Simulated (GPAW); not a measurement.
KBr (Fm-3m): refractive index against wavelength

The refractive index of KBr (Fm-3m) below the direct gap (4.44 eV on the mesh) is read from one computed spectrum, n = √(Re ε).

It takes space group Fm-3m (No. 225, cubic). The conventional cell has a = 6.600 Å, b = 6.600 Å, c = 6.600 Å, α = 90.00°, β = 90.00°, γ = 90.00°. Around Br on site b lie 6 K at 3.30 Å. Around K on site a lie 6 Br at 3.30 Å.

Method: GPAW 26.7.0, PBE, RPA, k-mesh 9×9×9, local fields up to 60 eV, Lorentzian half width 0.15 eV.

Launch of the response step: `OMP_NUM_THREADS=1 python df.py`. The run took 2.0 min, its band step included, on 1 thread of Arm Neoverse V2, with other jobs on the host.

```tsv
wavelength (nm)	photon energy E (eV)	n
1064	1.165	1.5439
850	1.459	1.5487
700	1.771	1.5553
633	1.959	1.5599
532	2.331	1.5711
450	2.755	1.5877
405	3.061	?
```

In the single-oscillator model n² − 1 = E₀E_d/(E₀² − E²), so 1/(n² − 1) = E₀/E_d − E²/(E₀E_d) is linear in E².

Working, on the rows shown:

| x = E² (eV²) | y = 1/(n² − 1) |
| --- | --- |
| 1.35784 | 0.722738 |
| 2.12762 | 0.715066 |
| 3.13716 | 0.704742 |
| 3.83641 | 0.697696 |
| 5.43137 | 0.681034 |
| 7.59115 | 0.657552 |

Means: x̄ = 3.9136, ȳ = 0.69647. Σ(x − x̄)(y − ȳ) = -0.2734, Σ(x − x̄)² = 26.16. Slope = -0.2734 / 26.16 = -0.01045; intercept = ȳ − slope · x̄ = 0.73738. Turned back into n, the line misses the rows shown by at most 0.00035.

Q: Predict the last column of the withheld row from the fit.

A: At x = 9.3718 the line gives y = 0.63942, that is 1.6012. The run gave 1.6029, so the extrapolation is off by 0.0017, 3 % of the range in the table.

Refitted with all rows, the slope is -0.01065 and the intercept 0.73799. These give E₀ = √(intercept/−slope) = 8.32 eV and E_d = E₀/intercept = 11.3 eV; E₀ is 1.9 times the direct gap. The electronic limit at long wavelengths, without lattice vibrations, is n = √(1 + 1/intercept) = 1.535. Excitons are left out; PBE gaps are as a rule too small. The values come from a sum over the points of one k-mesh and carry its error, which grows as the direct gap shrinks. Spin-orbit coupling is left out.

[Logs are printed without paths, hosts, clocks, repeated set-up lines and the standing remarks that a program may print on its own settings, such as how far it seeks lower states.]
